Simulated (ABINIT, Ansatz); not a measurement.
# KSbS3 (Pm-3m): zone-centre phonons, part 5 of 5

Wanted: the vibrations of KSbS3 (Pm-3m) at Γ, by two programs.

ABINIT 10.8.3; DFT PBEsol, scalar-relativistic, plane waves, PseudoDojo norm-conserving pseudopotentials.

So far, highest optical zone-centre mode (no LO-TO term) (cm⁻¹): step 5 (zone-centre analysis) 202; step 6 (ASR 0, chneut 0) 202.

The structure was built from a prototype and need not be the compound's stable phase.

**7. The same in Ansatz**

The same cell goes through another code at the same cutoff. The files are of one family, but Ansatz's library holds files of its own making for some heavy elements, so those for Sb may differ.

This step: DFT PBEsol, scalar-relativistic, plane waves, norm-conserving pseudopotentials of its library (PseudoDojo's, some remade) (Ansatz 0.2.0).

Contents of input.yaml:

```yaml
crystal:
  lattice:
    - [5.0902108947, 0.0, 0.0]
    - [0.0, 5.0902108947, 0.0]
    - [0.0, 0.0, 5.0902108947]
  atoms:
    - { symbol: K, position: [0.0, 0.0, 0.0] }
    - { symbol: Sb, position: [0.5, 0.5, 0.5] }
    - { symbol: S, position: [0.5, 0.5, 0.0] }
    - { symbol: S, position: [0.5, 0.0, 0.5] }
    - { symbol: S, position: [0.0, 0.5, 0.5] }
kpoints:
  mp_grid: { grid: [6, 6, 6] }
hamiltonian:
  xc: pbesol
  pseudopotentials: { kind: nc, accuracy: standard }
scf:
  occupations: { method: fermi_dirac, width: 0.27211 }
output:
  eigenvalues: true
basis:
  ecutwfc: 979.61
phonons:
  method: dfpt
```

Run with:

```console
> ansatz run input.yaml --threads 4 --pin off --max-ram 8192MiB --backend cpu --events-out ev --progress --plain --runs-dir out
```

Numbers of over 12 decimals in the logs are rounded to 6 here.

The program printed:

```text
Warning: basis.ecutwfc = 979.61 eV is below the records' recommended 1088.45545 eV, and the density's cutoff is lower with it unless basis.ecutrho_ratio is high enough to keep the records' density cutoff: compare with a run at a higher cutoff
band count auto-derived: 29 (N_el = 42.0; filled up to band 21; 26 by the electrons, moments and atoms)
zone centre: on kpoints.mp_grid the ground state, and the responses unless they are solved on pairs of k-points, stand on 64 of the mesh's 216 k-points, reduced under 8 symmetry operations, with k and −k counted as one. Each operation leaves every solved displacement unchanged or reverses it
Engine: ansatz 0.2.0, aarch64-unknown-linux-gnu
Pseudopotentials: kind: nc
Pseudopotential: K, nc, valence charge 9, recommended cutoff 1006.821291 eV (normal), K.nc.azcp (PseudoDojo's, or run here from an input of PseudoDojo's; its table is named by hamiltonian.pseudopotentials.accuracy)
Pseudopotential: Sb, nc, valence charge 15, recommended cutoff 1088.45545 eV (normal), Sb.nc.azcp (PseudoDojo's, or run here from an input of PseudoDojo's; its table is named by hamiltonian.pseudopotentials.accuracy)
Pseudopotential: S, nc, valence charge 6, recommended cutoff 707.496042 eV (normal), S.nc.azcp (PseudoDojo's, or run here from an input of PseudoDojo's; its table is named by hamiltonian.pseudopotentials.accuracy)
Functional definition: PBEsol
  exchange = pbesol_x
  correlation = pbesol_c
Crystal: 5 atoms, lattice volume = 131.889 Å³
Basis set: ecut = 979.61 eV, 9093 PW (Γ), exchange–correlation on 108×108×108 points (8 copies of the dense FFT grid, shifted against one another)
Bands: 29, of which v1, the nominal top of the filled ones, is band 21 counted from 1 (20 counted from 0)
Symmetry: 48 space group operations
k-points: 64 of 216 (irreducible under 8 space group operations)
Non-local potential: K, projectors of the file, l = 0: 2, l = 1: 2, l = 2: 2
Non-local potential: Sb, projectors of the file, l = 0: 2, l = 1: 2, l = 2: 2, l = 3: 2
Non-local potential: S, projectors of the file, l = 0: 2, l = 1: 2, l = 2: 2
Initial density: superposition of atomic densities (chi_scale 0.1, normalization cell, long waves kept (reshape's long-wave potential 0.01 eV rms))
Initial wavefunctions: pseudopotential atomic-orbital guess
Functional: x = pbesol(κ = 0.804, μ = 0.123457), c = pbesol(β = 0.046)
SCF iter   1: F=—  HF=-4188.560345 eV  |F-HF|=—  |Δ(HF+E_count)|=         —  Δρ=3.38e-2  dr2=3.46e0  ethr=3.10e-3  ⟨swp⟩=10.6  Hψ=12089  notcnv=0
preconditioner: auto → Kerker (q_TF=auto, 2.255 Å⁻¹)  [metal: Δε(μ)=0.144 eV  Ē_g=11.814 eV  σ=0.272 eV  W_gap=0.13  n_scr=26 (ndim 8)  ℏωp=17.7 eV  f_vac=0.000  D(μ)=2.60/eV (n_scr^D=18)]
SCF iter   2: F=—  HF=-4187.795462 eV  |F-HF|=—  |Δ(HF+E_count)|=   7.65e-1  Δρ=1.93e-2  dr2=1.55e0  ethr=3.10e-3  ⟨swp⟩=3.3  Hψ=3112  notcnv=0
SCF iter   3: F=—  HF=-4187.190322 eV  |F-HF|=—  |Δ(HF+E_count)|=   6.05e-1  Δρ=5.91e-3  dr2=1.56e-1  ethr=3.10e-3  ⟨swp⟩=4.4  Hψ=4874  notcnv=0
SCF iter   4: F=—  HF=-4187.125710 eV  |F-HF|=—  |Δ(HF+E_count)|=   6.46e-2  Δρ=2.27e-3  dr2=2.01e-2  ethr=3.72e-4  ⟨swp⟩=2.4  Hψ=3016  notcnv=0
SCF iter   5: F=—  HF=-4187.122190 eV  |F-HF|=—  |Δ(HF+E_count)|=   3.52e-3  Δρ=6.32e-4  dr2=9.76e-4  ethr=4.78e-5  ⟨swp⟩=2.2  Hψ=2956  notcnv=0
SCF iter   6: F=—  HF=-4187.122916 eV  |F-HF|=—  |Δ(HF+E_count)|=   7.27e-4  Δρ=1.30e-4  dr2=1.65e-5  ethr=2.32e-6  ⟨swp⟩=2.1  Hψ=2808  notcnv=0
SCF iter   7: F=—  HF=-4187.122972 eV  |F-HF|=—  |Δ(HF+E_count)|=   5.62e-5  Δρ=2.11e-5  dr2=8.12e-7  ethr=3.92e-8  ⟨swp⟩=2.7  Hψ=3111  notcnv=0
SCF iter   8: F=—  HF=-4187.123106 eV  |F-HF|=—  |Δ(HF+E_count)|=   1.34e-4  Δρ=5.08e-6  dr2=4.56e-8  ethr=1.93e-9  ⟨swp⟩=2.8  Hψ=2975  notcnv=0
SCF iter   9: F=—  HF=-4187.123106 eV  |F-HF|=—  |Δ(HF+E_count)|=   2.19e-8  Δρ=1.14e-6  dr2=2.64e-9  ethr=1.08e-10  ⟨swp⟩=2.9  Hψ=3218  notcnv=0
SCF iter  10: F=—  HF=-4187.123106 eV  |F-HF|=—  |Δ(HF+E_count)|=   1.68e-9  Δρ=3.19e-7  dr2=1.86e-10  ethr=6.29e-12  ⟨swp⟩=2.0  Hψ=2841  notcnv=0
SCF iter  11: F=—  HF=-4187.123106 eV  |F-HF|=—  |Δ(HF+E_count)|=  2.82e-10  Δρ=8.75e-8  dr2=1.18e-11  ethr=1.00e-12  ⟨swp⟩=2.2  Hψ=2431  notcnv=0
SCF iter  12: F=-4187.123106 eV  HF=-4187.123106 eV  |F-HF|=1.82e-12  |Δ(HF+E_count)|=  3.46e-11  Δρ=2.26e-8  dr2=6.85e-13  ethr=1.00e-12  ⟨swp⟩=14.0  Hψ=13300  notcnv=0
SCF 1 converged in 12 iterations: F = -4187.123106 eV  dr2 = 6.85e-13
DFPT response loops at Γ: preconditioner auto → Kerker (q_TF=auto, 2.255 Å⁻¹) (partly filled bands, converged f_vac=0.014); β = 1.00, the filter's whole step (`scf.mixing.beta` (0.50) is not read by the response loops under this deck's `scf.mixing.preconditioner`; to damp them name `kerker` or `kerker_dos`, under which they read `scf.mixing.beta`, and type it under 1.00, their step now; both keys bind the ground state too); Broyden in place of MSR1
SCF converged after 12 iterations
Free energy (F): -4187.123106 eV
Harris-Foulkes:  -4187.123106 eV  (|F-HF|=1.82e-12)
Internal energy: -4186.343617 eV  (E = F + TS)
E sigma→0 (E₀):  -4186.733362 eV
Entropy (-TS):   -0.779489 eV (-155.898 meV/atom)
Fermi energy:    4.958022 eV
--- Per-component energies (eV) ---
  E_band       = -338.849628
  E_kinetic    = 2047.939000
  E_local      = -2747.506801  (includes V_loc(G=0)·N_el)
  E_nonlocal   = -1065.966444
  E_hartree    = 1104.797251
  E_xc         = -1039.678812
  E_vxc        = -782.909874  (∫ρ·V_xc dr)
  E_ewald      = -2485.927811
  E_smearing   = -0.779489  (= −TS)
  E_closure    = 0.000000  (closes the sum)
  Σ components = -4187.123106   (vs F -4187.123106, Δ=0.00e0)
--- Band table (eV; the first three rows and the last of 64) ---
  k-point 0: bands = [... 17 lower, 4.1753, 4.1753, 4.2619, 4.2619, 4.2619, 9.0771, 10.1761, 10.1761, ... 4 higher]
  k-point 1: bands = [... 17 lower, 4.0390, 4.0740, 4.1621, 4.2194, 4.2194, 9.4730, 10.2958, 10.5547, ... 4 higher]
  k-point 2: bands = [... 17 lower, 3.7382, 3.8879, 4.1851, 4.1851, 4.3513, 9.0869, 10.3939, 10.6214, ... 4 higher]
  k-point 63: bands = [... 17 lower, 3.5078, 5.2378, 5.2378, 5.2378, 6.2406, 6.2406, 6.2406, 8.4212, ... 4 higher]
--- Phonons (Γ-DFPT): 4 representative perturbations + reference, on 64 of 216 k-points (Σ response iterations 13) ---
  k mesh reduced under 8 symmetry operations, with k and −k counted as one. Each operation leaves every solved displacement unchanged or reverses it
  ASR residual: 9.639e-5 → 0.000e0 eV/Å²; symmetrization residual: 3.102e-5 eV/Å²
  ASR residual per site (eV/Å²): 3.70e-6 9.64e-5 3.67e-5 3.67e-5 3.67e-5
  Γ frequencies (cm⁻¹): -79.25 -79.25 -79.25 -53.99 -53.99 -53.99 0.00 0.00 0.00 63.84 63.84 63.84 198.20 198.20 198.20
  non-analytic LO–TO correction: not included (Born effective charges unavailable; polar crystals: no LO–TO splitting at Γ)
```

It took 100 s on 4 threads of Arm Neoverse V2, shared host; peak memory 3.1 GiB; 6.5 min of CPU time.

This step gave:

| Property | Result |
| --- | --- |
| sum-rule residual before enforcement | 9.64e-5 eV/Å² |
| highest optical zone-centre mode (no LO-TO term) | 198.2 cm⁻¹ |
| lowest optical zone-centre mode | -79.25 cm⁻¹ |

**8. Side by side: ABINIT PseudoDojo and Ansatz, library NC**

Numbers from this step:

```yaml
root_mean_square_difference: 2.55 cm⁻¹
largest_difference: 4.1 cm⁻¹
```

Optical modes, paired by symmetry label. Frequencies side by side, by row:

```csv
q (reciprocal lattice),mode,ABINIT PseudoDojo (cm⁻¹),"Ansatz, library NC (cm⁻¹)"
0 0 0,1,-81,-79.3
0 0 0,2,-81,-79.3
0 0 0,3,-81,-79.3
0 0 0,4,-56.5,-54
0 0 0,5,-56.5,-54
0 0 0,6,-56.5,-54
0 0 0,10,63.8,63.8
0 0 0,11,63.8,63.8
0 0 0,12,63.8,63.8
0 0 0,13,202.3,198.2
0 0 0,14,202.3,198.2
0 0 0,15,202.3,198.2
```

At the zone centre the largest difference (acoustic modes at Γ apart) is 2 % of the highest mode.

**9. What came out**

- space group after relaxation: Pm-3m
- volume per atom: 26.4 Å³
- highest optical zone-centre mode (no LO-TO term): 202.3 cm⁻¹
- lowest optical zone-centre mode: -81.0 cm⁻¹
- imaginary optical modes at the zone centre (no q mesh in this session): yes
- largest difference from Ansatz, library NC: 4.1 cm⁻¹

In words: At the PBEsol level the optical modes of KSbS3 (Pm-3m) at the zone centre run from 81i to 202 cm⁻¹, so the structure is a saddle point, with 6 modes beyond 10i cm⁻¹ there. The base run prints -0.34 GPa, mostly the error of a finite basis; the relaxation, with a smoothed and higher cutoff, had brought the cell to rest. ABINIT PseudoDojo and Ansatz, library NC differ by 2.5 cm⁻¹ in the root mean square and by 4.1 cm⁻¹ at most, 2.0 % of the highest mode compared (acoustic modes at Γ left out). These are harmonic frequencies: anharmonic shifts and widths and the lattice's thermal expansion are left out. The Fermi-Dirac smearing of 0.01 Ha is an electronic temperature of 3158 K, which adds a pressure of its own and can shift the volume and soft modes. Spin-orbit coupling is left out, which can matter for the heavy elements here. In a metal the frequencies hang on the k mesh and the smearing, most of all near Kohn anomalies. Ansatz warns that the cutoff lies 10 % under the one recommended for these files; agreement at one cutoff is not convergence. The structure is a hypothetical one, built on a prototype.

[Host names and launcher messages were left out of these logs when they were recorded.]

[Logs are printed without paths, hosts, clocks, repeated set-up lines and the standing remarks that a program may print on its own settings, such as how far it seeks lower states.]

[Hosts, paths, dates, database ids (printed as entryN), source tags and the programs' standing remarks are cut or masked in the printed files.]
